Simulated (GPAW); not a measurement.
# Ballistic transport through a Pb chain with two Li atoms in line, from relaxation to T(E), part 2 of 3

Aim: the conductance of a Pb chain with two Li atoms in line after relaxation, and whether geometry, basis or functional moves it most.

GPAW 26.7.0; GPAW LCAO, PAW setups; relaxation of the junction within the symmetry of its start, lead ends held (the session's first sound run).

So far, transmission at the Fermi level (one spin): step 3 (double-zeta polarised basis) 0.981.

### Step 4. GPAW, szp: basis = "szp(dzp)"

Level of this step: GPAW LCAO, PAW setups; Landauer transmission from Green's functions with principal layers (ASE), zero bias (GPAW).

The second zeta is dropped, the polarisation orbitals stay.

Input file run.py:

```python
import json
import numpy as np
from ase import Atoms
from ase.transport.calculators import TransportCalculator
from gpaw import GPAW, FermiDirac
from gpaw.lcao.tools import get_lcao_hamiltonian
from scipy.linalg import eigh

# The junction with lead layers at both ends, along the third cell vector
device = Atoms(
    ['Pb', 'Pb', 'Pb', 'Pb', 'Pb', 'Pb', 'Li', 'Li', 'Pb', 'Pb', 'Pb', 'Pb', 'Pb', 'Pb'],
    positions=[
        [4.50000, 4.50000, 1.45000],
        [4.50000, 4.50000, 4.35000],
        [4.50000, 4.50000, 7.25000],
        [4.50000, 4.50000, 10.15000],
        [4.50000, 4.50000, 13.05000],
        [4.50000, 4.50000, 15.85125],
        [4.50000, 4.50000, 18.71731],
        [4.50000, 4.50000, 21.73969],
        [4.50000, 4.50000, 24.60575],
        [4.50000, 4.50000, 27.40700],
        [4.50000, 4.50000, 30.30700],
        [4.50000, 4.50000, 33.20700],
        [4.50000, 4.50000, 36.10700],
        [4.50000, 4.50000, 39.00700]],
    cell=[[9.0, 0.0, 0.0], [0.0, 9.0, 0.0], [0.0, 0.0, 40.457]],
    pbc=True)

# One principal layer of the lead: the first 3 atoms of the device
lead = Atoms(
    ['Pb', 'Pb', 'Pb'],
    positions=[
        [4.50000, 4.50000, 1.45000],
        [4.50000, 4.50000, 4.35000],
        [4.50000, 4.50000, 7.25000]],
    cell=[[9.0, 0.0, 0.0], [0.0, 9.0, 0.0], [0.0, 0.0, 8.7]],
    pbc=True)

settings = dict(mode='lcao', basis='szp(dzp)', xc='PBE', h=0.2,
                occupations=FermiDirac(0.1), maxiter=250,
                mixer=dict(beta=0.1, nmaxold=8, weight=100.0),
                convergence=dict(density=0.0001))
energies = np.arange(-2, 2 + 1e-9, 0.025)
eta = 0.0001
n1, n2 = 1, 1
# k and -k transmit alike, so half of the mesh across the current serves
mesh = [(i, j) for i in range(n1) for j in range(n2) if (i, j) <= (-i % n1, -j % n2)]
weights = np.array([1 if (i, j) == (-i % n1, -j % n2) else 2 for i, j in mesh]) / (n1 * n2)

# [... helper functions left out ...]
fermi_lead = ground_state(lead, (1, 1, 13), 'lead.txt')
fermi_device = ground_state(device, (1, 1, 2), 'device.txt')
# [... loop over the mesh left out, but for ...]
        # Shift the lead onto the potential of the device's first layer
        shift = ((H[:, 0, 0] - H0[:, 0, 0]) / S0[0, 0]).real.mean()
# [...]
kT = 8.617333e-5 * 300
bias = [0.1, 0.2, 0.5, 1.0, 1.5, 2.0]
# [... integrals and printing left out ...]
```

Run with:

```bash
OMP_NUM_THREADS=1 OPENBLAS_NUM_THREADS=1 python run.py
```

The log of the run:

```text
basis functions: device 176, principal layer 42
Fermi level: lead -2.7191 eV, device -2.6825 eV; lead shifted by 0.0151 eV
largest coupling past the next layer 2.75e-08 eV, largest misfit of the first layer 0.043 eV
  E-E_F (eV)   T (one spin)  channels
    -2.000    3.5484e-04    1.0000
    -1.975    3.9336e-04    1.0000
    -1.950    4.3423e-04    1.0000
    -1.925    4.7761e-04    1.0000
    -1.900    5.2367e-04    1.0000
    -1.875    5.7258e-04    1.0000
    -1.850    6.2457e-04    1.0000
    -1.825    6.7986e-04    1.0000
    -1.800    7.3872e-04    1.0000
    -1.775    8.0142e-04    1.0000
    -1.750    8.6829e-04    1.0000
    -1.725    9.3968e-04    1.0000
    -1.700    1.0160e-03    1.0000
    -1.675    1.0976e-03    1.0000
    -1.650    1.1850e-03    1.0000
    -1.625    1.2787e-03    1.0000
[...]
1.825    1.9100e-01    3.0000
     1.850    1.9450e-01    3.0000
     1.875    1.9816e-01    3.0000
     1.900    2.0197e-01    3.0000
     1.925    2.0595e-01    3.0000
     1.950    2.1009e-01    3.0000
     1.975    2.1439e-01    3.0000
     2.000    2.1888e-01    3.0000
conductance at 300 K: 0.94122 G0 a cell; thermopower 5.51 uV/K
current from the zero-bias T(E) at 0.1 V: 7.1862 uA
current from the zero-bias T(E) at 0.2 V: 13.783 uA
current from the zero-bias T(E) at 0.5 V: 27.576 uA
current from the zero-bias T(E) at 1.0 V: 37.515 uA
current from the zero-bias T(E) at 1.5 V: 42.34 uA
current from the zero-bias T(E) at 2.0 V: 45.758 uA
```

The job ended after 44 s (1 thread of Arm Neoverse V2, shared host; peak memory 1.3 GiB).

This step gave:

| Item | Value |
| --- | --- |
| conductance | 0.9412 G₀ |
| thermopower | 5.510 μV/K |
| largest coupling past the next principal layer | 2.75e-8 eV |
| largest misfit of the first principal layer | 0.04255 eV |
| shift that aligns the lead | 0.01514 eV |
| basis functions of the junction | 176 |
| basis functions of a principal layer | 42 |
| transmission at the Fermi level (one spin) | 0.9823 |

One spin. Transmission, zone mean against energy, zero at the Fermi level:

```
energy (eV)  transmission, zone mean
     -2.000                   3.5e-4
     -1.900                   5.2e-4
     -1.800                   7.4e-4
     -1.700                  0.00102
     -1.600                  0.00138
     -1.500                  0.00186
     -1.400                  0.00252
     -1.300                  0.00344
     -1.200                  0.00472
     -1.100                  0.00658
     -1.000                  0.00931
     -0.900                   0.0135
     -0.800                   0.0199
     -0.700                   0.0303
     -0.600                   0.0480
     -0.500                   0.0794
     -0.400                    0.139
     -0.300                    0.260
     -0.200                    0.503
     -0.100                    0.866
     -0.025                    0.999
      0.000                    0.982
      0.100                    0.750
      0.200                    0.521
      0.300                    0.377
      0.400                    0.292
      0.500                    0.239
      0.600                    0.205
      0.700                    0.182
      0.800                    0.167
      0.900                    0.157
      1.000                    0.151
      1.100                    0.148
      1.200                    0.147
      1.300                    0.149
      1.400                    0.153
      1.500                    0.158
      1.600                    0.166
      1.700                    0.176
      1.800                    0.188
      1.900                    0.202
      2.000                    0.219
```

Crossings of the lead's bands, unfolded to its shortest repeat. The open channels, zone mean by energy, zero at the Fermi level:

energy (eV), open channels, zone mean and a bar from the least value:
```
   -2.000       1.00 
   -1.800       1.00 
   -1.600       1.00 
   -1.400       1.00 
   -1.200       1.00 
   -1.000       1.00 
   -0.800       1.00 
   -0.600       3.00 ##############################
   -0.400       3.00 ##############################
   -0.200       3.00 ##############################
    0.000       3.00 ##############################
    0.200       3.00 ##############################
    0.400       3.00 ##############################
    0.600       3.00 ##############################
    0.800       3.00 ##############################
    1.000       3.00 ##############################
    1.200       3.00 ##############################
    1.400       3.00 ##############################
    1.600       3.00 ##############################
    1.800       3.00 ##############################
    2.000       3.00 ##############################
```

Not self-consistent under bias; the bias window is split evenly. Current through one cell, from the zero-bias transmission against bias:

```
bias (V)  current through one cell, from the zero-bias transmission (μA)
   0.100                                                            7.19
   0.200                                                            13.8
   0.500                                                            27.6
   1.000                                                            37.5
   1.500                                                            42.3
   2.000                                                            45.8
```

The transmission of the three most open eigenchannels by energy, zero at the Fermi level:

```
energy (eV)  channel 1  channel 2 = channel 3
     -2.000     3.5e-4                      0
     -1.900     5.2e-4                      0
     -1.800     7.4e-4                      0
     -1.700    0.00102                      0
     -1.600    0.00138                      0
     -1.500    0.00186                      0
     -1.400    0.00252                      0
     -1.300    0.00344                      0
     -1.200    0.00472                      0
     -1.100    0.00658                      0
     -1.000    0.00931                      0
     -0.900     0.0135                      0
     -0.800     0.0199                      0
     -0.700     0.0303                      0
     -0.600     0.0479                 1.6e-5
     -0.500     0.0793                 3.1e-5
     -0.400      0.139                 4.6e-5
     -0.300      0.259                 7.0e-5
     -0.200      0.503                 1.0e-4
     -0.100      0.866                 1.4e-4
      0.000      0.982                 1.5e-4
      0.100      0.750                 1.4e-4
      0.200      0.520                 1.3e-4
      0.300      0.377                 1.1e-4
      0.400      0.291                 1.1e-4
      0.500      0.238                 1.0e-4
      0.600      0.204                 1.0e-4
      0.700      0.182                 1.1e-4
      0.800      0.167                 1.2e-4
      0.900      0.157                 1.2e-4
      1.000      0.151                 1.4e-4
      1.100      0.148                 1.5e-4
      1.200      0.147                 1.7e-4
      1.300      0.149                 2.0e-4
      1.400      0.152                 2.4e-4
      1.500      0.158                 2.9e-4
      1.600      0.165                 3.5e-4
      1.700      0.175                 4.2e-4
      1.800      0.187                 5.0e-4
      1.900      0.201                 6.0e-4
      2.000      0.217                 6.9e-4
```

The conductance, 0.941 G₀, lies 0.2 % above that of the dzp run.

### Step 5. GPAW, sz: basis = "sz(dzp)"

One function for each valence shell of the setup, as for a first survey of a large system.

Edit run.py of step 4 so:

```diff
@@ -39,3 +39,3 @@
 
-settings = dict(mode='lcao', basis='szp(dzp)', xc='PBE', h=0.2,
+settings = dict(mode='lcao', basis='sz(dzp)', xc='PBE', h=0.2,
                 occupations=FermiDirac(0.1), maxiter=250,
```

The log of the run:

```text
basis functions: device 110, principal layer 27
Fermi level: lead -2.6065 eV, device -2.5608 eV; lead shifted by 0.0290 eV
largest coupling past the next layer 2.77e-08 eV, largest misfit of the first layer 0.053 eV
  E-E_F (eV)   T (one spin)  channels
    -2.000    5.1350e-03    1.0000
    -1.975    5.5692e-03    1.0000
    -1.950    6.0248e-03    1.0000
[...]
1.975    7.2422e-01    3.0000
     2.000    7.3265e-01    3.0000
conductance at 300 K: 0.9924 G0 a cell; thermopower 0.1483 uV/K
current from the zero-bias T(E) at 0.1 V: 7.6717 uA
current from the zero-bias T(E) at 0.2 V: 15.239 uA
current from the zero-bias T(E) at 0.5 V: 36.404 uA
current from the zero-bias T(E) at 1.0 V: 63.759 uA
current from the zero-bias T(E) at 1.5 V: 82.527 uA
current from the zero-bias T(E) at 2.0 V: 96.815 uA
```

Run time: 28 s. Hardware: 1 thread; peak memory 1.2 GiB.

This step gave:

```yaml
conductance: 0.9924 G₀
largest_coupling_past_the_next_principal_layer: 2.77e-8 eV
largest_misfit_of_the_first_principal_layer: 0.05253 eV
shift_that_aligns_the_lead: 0.02903 eV
basis_functions_of_the_junction: 110
basis_functions_of_a_principal_layer: 27
transmission_at_the_fermi_level_one_spin: 0.9987
```

One spin. Transmission, zone mean against energy, zero at the Fermi level:

```
energy (eV)  transmission, zone mean
     -2.000                  0.00513
     -1.900                  0.00701
     -1.800                  0.00931
     -1.700                   0.0122
     -1.600                   0.0159
     -1.500                   0.0206
     -1.400                   0.0269
     -1.300                   0.0353
     -1.200                   0.0466
     -1.100                   0.0623
     -1.000                   0.0840
     -0.900                    0.115
     -0.800                    0.158
     -0.700                    0.219
     -0.600                    0.305
     -0.500                    0.422
     -0.400                    0.569
     -0.300                    0.732
     -0.200                    0.879
     -0.100                    0.973
      0.000                    0.999
      0.100                    0.970
      0.200                    0.912
      0.300                    0.845
      0.400                    0.782
      0.500                    0.728
      0.600                    0.683
      0.700                    0.648
      0.800                    0.621
      0.900                    0.602
      1.000                    0.589
      1.100                    0.582
      1.200                    0.581
      1.300                    0.584
      1.400                    0.593
      1.500                    0.606
      1.600                    0.623
      1.700                    0.645
      1.800                    0.671
      1.900                    0.700
      2.000                    0.733
```

The conductance, 0.992 G₀, lies 5.7 % above that of the dzp run.

### Step 6. LDA in the dzp basis: xc = "LDA"

Back in the dzp basis, the functional changes from PBE to LDA, to set the spread between functionals beside that between bases.

Edit run.py of step 5 so:

```diff
@@ -39,3 +39,3 @@
 
-settings = dict(mode='lcao', basis='sz(dzp)', xc='PBE', h=0.2,
+settings = dict(mode='lcao', basis='dzp', xc='LDA', h=0.2,
                 occupations=FermiDirac(0.1), maxiter=250,
```

The log of the run:

```text
basis functions: device 286, principal layer 69
Fermi level: lead -2.8325 eV, device -2.7997 eV; lead shifted by 0.0135 eV
largest coupling past the next layer 2.83e-08 eV, largest misfit of the first layer 0.047 eV
  E-E_F (eV)   T (one spin)  channels
    -2.000    2.6215e-04    1.0000
    -1.975    2.9093e-04    1.0000
    -1.950    3.2166e-04    1.0000
[...]
1.975    1.8241e-01    3.0000
     2.000    1.8625e-01    3.0000
conductance at 300 K: 0.94604 G0 a cell; thermopower 0.412 uV/K
current from the zero-bias T(E) at 0.1 V: 7.2012 uA
current from the zero-bias T(E) at 0.2 V: 13.707 uA
current from the zero-bias T(E) at 0.5 V: 26.792 uA
current from the zero-bias T(E) at 1.0 V: 35.95 uA
current from the zero-bias T(E) at 1.5 V: 40.345 uA
current from the zero-bias T(E) at 2.0 V: 43.43 uA
```

Run time: 44 s. Hardware: 1 thread; peak memory 1.3 GiB.

This step gave:

```
conductance                                    : 0.9460 G₀
largest coupling past the next principal layer : 2.83e-8 eV
largest misfit of the first principal layer    : 0.04732 eV
shift that aligns the lead                     : 0.01351 eV
basis functions of the junction                : 286
basis functions of a principal layer           : 69
transmission at the Fermi level (one spin)     : 0.9974
```

The conductance, 0.946 G₀, lies 0.7 % above that of the dzp run.

### Step 7. Without the relaxation: geometry = "as built"

The dzp basis with PBE on the structure as first built shows what the relaxation was worth.

Edit run.py of step 6 so:

```diff
@@ -17,6 +17,6 @@
         [4.50000, 4.50000, 13.05000],
-        [4.50000, 4.50000, 15.85125],
-        [4.50000, 4.50000, 18.71731],
-        [4.50000, 4.50000, 21.73969],
-        [4.50000, 4.50000, 24.60575],
+        [4.50000, 4.50000, 15.95000],
+        [4.50000, 4.50000, 18.75350],
+        [4.50000, 4.50000, 21.70350],
+        [4.50000, 4.50000, 24.50700],
         [4.50000, 4.50000, 27.40700],
@@ -39,3 +39,3 @@
 
-settings = dict(mode='lcao', basis='dzp', xc='LDA', h=0.2,
+settings = dict(mode='lcao', basis='dzp', xc='PBE', h=0.2,
                 occupations=FermiDirac(0.1), maxiter=250,
```

The log of the run:

```text
basis functions: device 286, principal layer 69
Fermi level: lead -2.5493 eV, device -2.5422 eV; lead shifted by 0.0172 eV
largest coupling past the next layer 2.76e-08 eV, largest misfit of the first layer 0.044 eV
  E-E_F (eV)   T (one spin)  channels
    -2.000    4.2851e-04    1.0000
    -1.975    4.7531e-04    1.0000
    -1.950    5.2532e-04    1.0000
[...]
1.975    1.6204e-01    3.0000
     2.000    1.6440e-01    3.0000
conductance at 300 K: 0.95314 G0 a cell; thermopower 3.878 uV/K
current from the zero-bias T(E) at 0.1 V: 7.2902 uA
current from the zero-bias T(E) at 0.2 V: 14.052 uA
current from the zero-bias T(E) at 0.5 V: 28.746 uA
current from the zero-bias T(E) at 1.0 V: 39.902 uA
current from the zero-bias T(E) at 1.5 V: 45.201 uA
current from the zero-bias T(E) at 2.0 V: 48.727 uA
```

It took 52 s on 1 thread; peak memory 1.3 GiB.

This step gave:

| Property | Result |
| --- | --- |
| conductance | 0.9531 G₀ |
| thermopower | 3.878 μV/K |
| largest coupling past the next principal layer | 2.76e-8 eV |
| largest misfit of the first principal layer | 0.04410 eV |
| shift that aligns the lead | 0.01723 eV |
| transmission at the Fermi level (one spin) | 0.9895 |

The conductance, 0.953 G₀, lies 1.5 % above that of the dzp run.

### Step 8. Cost and result by level

Times are for 1 thread of Arm Neoverse V2, shared host. Results by setting:

```
no.      run  conductance (G₀)  time  memory (GiB)
  1      dzp            0.9393  54 s           1.3
  2      szp            0.9412  44 s           1.3
  3       sz            0.9924  28 s           1.2
  4  dzp LDA            0.9460  44 s           1.3
  5  asbuilt            0.9531  52 s           1.3
```

### Step 9. Comparison

The curves are compared point by point over the common energies.

This step: comparison of transmission and cost over codes, levels and geometry (GPAW 26.7.0).

(Part 2 of 3 ends here.)

[Logs are printed without paths, hosts, clocks, repeated set-up lines and the standing remarks that a program may print on its own settings, such as how far it seeks lower states.]

[Hosts, paths, dates, database ids (printed as entryN), source tags and the programs' standing remarks are cut or masked in the printed files.]
